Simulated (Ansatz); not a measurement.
# Sn wire along [110], 17 atoms a period, H-terminated: bands by functional

Wanted: the relaxed geometry and the bands of the Sn wire along [110], 17 atoms a period, H-terminated.

Program: Ansatz 0.2.0. Level of theory: DFT PBE, plane waves, PAW; relaxation of a wire's period; PAW set soft_1, in the first sound run; inputs show where later runs differ. Results are calculated unless marked as measured.

Report form: the programs' logs are mostly left out.

### 1. The starting structure

The cell holds 29 atoms: 12 H and 17 Sn. Its edges and angles: a = 22.121 Å, b = 19.062 Å, c = 4.702 Å, α = 90.0°, β = 90.0°, γ = 90.0°. Vacuum lies along a and b. The structure's axis is c.

### 2. Relaxation of atoms and period

Band widths follow the bond lengths, so the wire is relaxed first. The atoms and the third cell vector are free; the box across stays fixed as vacuum. A Fermi-Dirac smearing is set since the result may be a metal. The pressure printed is a third of the stress's trace over the whole box, vacuum included; only the stress along the axis is relaxed.

The input, input.yaml:

```yaml
crystal:
  lattice:
    - [22.121, 0.0, 0.0]
    - [0.0, 19.062, 0.0]
    - [0.0, 0.0, 4.7022600949]
  atoms:
    - { symbol: H, position: [0.153700104, 0.574965803, 0.0] }
    - { symbol: Sn, position: [0.199374484, 0.500006773, 0.0] }
    - { symbol: Sn, position: [0.424838975, 0.623347978, 0.0] }
    - { symbol: H, position: [0.454319425, 0.821648212, 0.0] }
    - { symbol: Sn, position: [0.499993805, 0.746689183, 0.0] }
    - { symbol: Sn, position: [0.499993805, 0.500006773, 0.0] }
    - { symbol: Sn, position: [0.725458296, 0.623347978, 0.0] }
    - { symbol: H, position: [0.771132677, 0.698307007, 0.0] }
[... 17 atom lines left out ...]
    - { symbol: H, position: [0.454319425, 0.178365334, 0.0] }
    - { symbol: Sn, position: [0.499993805, 0.253324363, 0.0] }
    - { symbol: Sn, position: [0.725458296, 0.376665568, 0.0] }
    - { symbol: H, position: [0.771132677, 0.301706539, 0.0] }
kpoints:
  mp_grid: { grid: [1, 1, 18] }
scf:
  occupations: { method: fermi_dirac, width: 0.05 }
hamiltonian:
  xc: pbe
  pseudopotentials: { kind: paw, azcp: { folder: soft_1 } }
relax:
  cell: { fix: [a, b, alpha, beta, gamma] }
  max_steps: 45
  f_tol: 0.03
```

Command:

```
> ansatz run input.yaml --threads 8 --pin off --max-ram 16384MiB --backend cpu --events-out ev --progress --plain --runs-dir out
```

Run time: 4.7 min. Hardware: 8 threads of Arm Neoverse V1, shared host; peak memory 9.4 GiB.

Step by step:

```
step  energy less that of the first step (eV)  largest force component (eV/Å)  pressure (GPa)  volume (Å³)
   1                                   0.0000                          0.2012           -0.31      1982.80
   2                                   0.2761                          0.9674            0.34      1986.52
   3                                  -0.0891                          0.0532           -0.06      1989.04
   4                                  -0.0923                          0.0074           -0.01      1987.83
  5*                                  -0.0926                          0.0074           -0.01      1987.83
```

Relaxation steps marked * repeat the geometry before them on a plane-wave basis chosen anew for their cell, so energy and pressure can jump there. Relaxation step 2 was tried and not accepted.

Forces are held to the 4 operations that the run works with; a distortion that breaks them can't arise in this run.

```
cell as run  before  after  change
      c (Å)   4.702  4.714  +0.3 %
```

The atoms that moved most (Å, along periodic axes as changes of fractional coordinates times the final cell, across vacuum about the mean position):

```
atom      dx      dy     dz  length
 H12   0.055   0.071  0.000   0.089
 H13   0.055  -0.071  0.000   0.089
 H29  -0.064   0.054  0.000   0.084
  H8  -0.064  -0.054  0.000   0.084
Sn14   0.048   0.068  0.000   0.084
Sn15   0.048  -0.068  0.000   0.084
 H26   0.028   0.076  0.000   0.081
  H4   0.028  -0.076  0.000   0.081
```

Final coordinates:

```cif
data_structure
_symmetry_space_group_name_H-M 'P 1'
_symmetry_Int_Tables_number 1
_cell_length_a 22.1210
_cell_length_b 19.0620
_cell_length_c 4.7142
_cell_angle_alpha 90.000
_cell_angle_beta 90.000
_cell_angle_gamma 90.000
_cell_volume 1987.83
loop_
_atom_site_label
_atom_site_type_symbol
_atom_site_fract_x
_atom_site_fract_y
_atom_site_fract_z
_atom_site_occupancy
H1 H 0.15554 0.57282 0.00000 1
Sn2 Sn 0.20260 0.50000 0.00000 1
Sn3 Sn 0.42536 0.62233 0.00000 1
H4 H 0.45558 0.81766 0.00000 1
Sn5 Sn 0.50129 0.74318 0.00000 1
Sn6 Sn 0.50028 0.50000 0.00000 1
Sn7 Sn 0.72303 0.62057 0.00000 1
H8 H 0.76822 0.69549 0.00000 1
Sn9 Sn 0.79816 0.50000 0.00000 1
H10 H 0.84485 0.50000 0.29466 1
Sn11 Sn 0.27498 0.50000 0.50000 1
H12 H 0.30649 0.30541 0.50000 1
H13 H 0.30649 0.69459 0.50000 1
Sn14 Sn 0.35186 0.38025 0.50000 1
Sn15 Sn 0.35186 0.61975 0.50000 1
Sn16 Sn 0.57372 0.25670 0.50000 1
Sn17 Sn 0.57372 0.74330 0.50000 1
Sn18 Sn 0.57499 0.50000 0.50000 1
H19 H 0.61944 0.18222 0.50000 1
H20 H 0.61944 0.81778 0.50000 1
Sn21 Sn 0.64966 0.37739 0.50000 1
Sn22 Sn 0.64966 0.62261 0.50000 1
H23 H 0.84485 0.50000 0.70534 1
H24 H 0.15554 0.42718 0.00000 1
Sn25 Sn 0.42536 0.37767 0.00000 1
H26 H 0.45558 0.18234 0.00000 1
Sn27 Sn 0.50129 0.25682 0.00000 1
Sn28 Sn 0.72303 0.37943 0.00000 1
H29 H 0.76822 0.30451 0.00000 1
```

Numbers from this step:

| Item | Value |
| --- | --- |
| cell length along the wire | 4.714 Å |

The cell's length comes to 4.714 Å with spin left out.

### 3. The wire at its relaxed period

This step: DFT PBE, plane waves, PAW; bands of a perfect wire; PAW set soft_1 (Ansatz 0.2.0).

At the relaxed period the bands are computed along the axis; those that cross an energy going forward count the channels that a perfect wire would open there.

The input, input.yaml:

```yaml
crystal:
  lattice:
    - [22.121, 0.0, 0.0]
    - [0.0, 19.062, 0.0]
    - [0.0, 0.0, 4.7141835856]
  atoms:
    - { symbol: H, position: [0.155535774, 0.572818018, 0.0] }
    - { symbol: Sn, position: [0.202604338, 0.5, 0.0] }
    - { symbol: Sn, position: [0.425360251, 0.622332233, 0.0] }
    - { symbol: H, position: [0.455583258, 0.817656506, 0.0] }
    - { symbol: Sn, position: [0.501289301, 0.743182097, 0.0] }
    - { symbol: Sn, position: [0.500282916, 0.5, 0.0] }
    - { symbol: Sn, position: [0.723034944, 0.620565421, 0.0] }
    - { symbol: H, position: [0.768218759, 0.695492523, 0.0] }
[... 17 atom lines left out ...]
    - { symbol: H, position: [0.455583258, 0.182343494, 0.0] }
    - { symbol: Sn, position: [0.501289301, 0.256817903, 0.0] }
    - { symbol: Sn, position: [0.723034944, 0.379434579, 0.0] }
    - { symbol: H, position: [0.768218759, 0.304507477, 0.0] }
kpoints:
  mp_grid: { grid: [1, 1, 17] }
  band_path: { path: ["Γ", Z], npoints: 90 }
scf:
  occupations: { method: fermi_dirac, width: 0.05 }
hamiltonian:
  xc: pbe
  pseudopotentials: { kind: paw, azcp: { folder: soft_1 } }
output:
  dos: { e_range: [-5, 4] }
  write_potential: true
  write_density: true
  volumetric_format: npy
```

Elapsed: 7.7 min, on 8 threads; peak memory 13 GiB; 62 min of CPU time.

Numbers from this step:

```
band gap : 0.7891 eV
```

The electronic bands at the labelled points (eV, zero at the Fermi level; v1 is the highest filled band, c1 the lowest empty one):

```
  point     v4     v3     v2     v1    c1    c2    c3    c4
      Γ  -1.12  -1.00  -0.72  -0.39  0.40  0.61  0.62  0.74
halfway  -1.38  -1.34  -1.31  -1.18  1.33  1.44  1.75  1.77
      Z  -1.71  -1.68  -1.60  -1.59  1.13  1.19  1.66  1.68
```

The gap is 0.789 eV, with spin left out.

On this path the gap is direct, 0.79 eV, with the valence top at Γ and the conduction bottom at Γ.

### 4. Another level of theory, cutoff 500 eV, k-mesh 1×1×13

This step: DFT r2SCAN, plane waves, PAW; bands of a perfect wire at the PBE geometry; PAW set soft_1 (Ansatz 0.2.0).

The atoms stay at the PBE geometry and the functional changes. r2SCAN also reads the kinetic-energy density; it often gives larger moments and wider gaps than PBE, at a higher cost. Against the first PBE run of this kind, the cutoff is 500 eV against 420 and the mesh along the wire has 13 points against 17.

Edit input.yaml of step 3 so:

```diff
@@ -36,3 +36,3 @@
 kpoints:
-  mp_grid: { grid: [1, 1, 17] }
+  mp_grid: { grid: [1, 1, 13] }
   band_path: { path: ["Γ", Z], npoints: 90 }
@@ -41,8 +41,3 @@
 hamiltonian:
-  xc: pbe
+  xc: r2scan
   pseudopotentials: { kind: paw, azcp: { folder: soft_1 } }
-output:
-  dos: { e_range: [-5, 4] }
-  write_potential: true
-  write_density: true
-  volumetric_format: npy
```

Run time: 12 min. Hardware: 8 threads; peak memory 13 GiB; 1.6 h of CPU time.

This step gave:

```
band gap : 1.084 eV
```

Electronic bands along the path, in eV, zero at the Fermi level; v1 is the highest filled band, c1 the lowest empty one:

```
  point     v4     v3     v2     v1    c1    c2    c3    c4
      Γ  -1.29  -1.18  -0.89  -0.54  0.54  0.70  0.71  0.84
halfway  -1.59  -1.54  -1.51  -1.37  1.47  1.59  1.83  1.85
      Z  -1.93  -1.90  -1.82  -1.80  1.25  1.32  1.74  1.76
```

The gap is 1.08 eV, against 0.789 eV under PBE at the relaxed period.

### 5. Another level of theory, level HSE06, cutoff 420 eV

This step: DFT HSE06, plane waves, PAW; levels of a perfect wire at the PBE geometry; PAW set soft_1 (Ansatz 0.2.0).

The atoms stay at the PBE geometry and the functional changes. HSE06 mixes in a quarter of short-range exact exchange, which removes part of the self-interaction that closes gaps; it is dear, so the mesh is thinner and no path is run. Against the first PBE run of this kind, the mesh along the wire has 7 points against 17.

Edit input.yaml of step 4 so:

```diff
@@ -36,4 +36,3 @@
 kpoints:
-  mp_grid: { grid: [1, 1, 13] }
-  band_path: { path: ["Γ", Z], npoints: 90 }
+  mp_grid: { grid: [1, 1, 7] }
 scf:
@@ -41,3 +40,3 @@
 hamiltonian:
-  xc: r2scan
+  xc: hse06
   pseudopotentials: { kind: paw, azcp: { folder: soft_1 } }
```

Run time: 17 min. Hardware: 8 threads; peak memory 9.1 GiB.

Numbers from this step:

| Item | Value |
| --- | --- |
| band gap | 1.367 eV |

The gap is 1.37 eV, against 0.789 eV under PBE at the relaxed period.

### 6. Two-component spinors, k-mesh 1×1×11

This step: DFT PBE, plane waves, fully relativistic PAW; bands of a perfect wire with spin-orbit coupling; PAW set soft_1 (Ansatz 0.2.0).

Spin-orbit coupling mixes the spins and splits bands that cross or touch without it, so it can open or close channels. Fully relativistic datasets take the place of the scalar ones.

Edit input.yaml of step 5 so:

```diff
@@ -36,3 +36,4 @@
 kpoints:
-  mp_grid: { grid: [1, 1, 7] }
+  mp_grid: { grid: [1, 1, 11] }
+  band_path: { path: ["Γ", Z], npoints: 90 }
 scf:
@@ -40,3 +41,6 @@
 hamiltonian:
-  xc: hse06
-  pseudopotentials: { kind: paw, azcp: { folder: soft_1 } }
+  xc: pbe
+  pseudopotentials: { kind: paw_fr, azcp: { folder: soft_1 } }
+magnetization:
+  noncollinear: true
+  spin_orbit: true
```

Elapsed: 75 min, on 8 threads; peak memory 14 GiB.

The run was cut off at the time limit after its SCF cycle had converged; no result of it is taken.

### 7. Outcome

| Item | Value |
| --- | --- |
| cell length, PBE | 4.714 Å |
| gap, PBE | 0.789 eV |
| gap, r2SCAN | 1.08 eV |
| gap, HSE06 | 1.37 eV |

**Reading.** Under PBE the cell's length is 4.71 Å, and a gap of 0.79 eV makes it a semiconductor. At the relaxed period the wire is gapped under every functional, from 0.79 eV (PBE) to 1.37 eV (HSE06). Weak screening in one dimension makes quasiparticle gaps larger than the semilocal gaps, as a rule. A hybrid's gap is read on a coarse mesh, without a band path.

[Logs are printed without paths, hosts, clocks, repeated set-up lines and the standing remarks that a program may print on its own settings, such as how far it seeks lower states.]

[Hosts, paths, dates, database ids (printed as entryN), source tags and the programs' standing remarks are cut or masked in the printed files.]
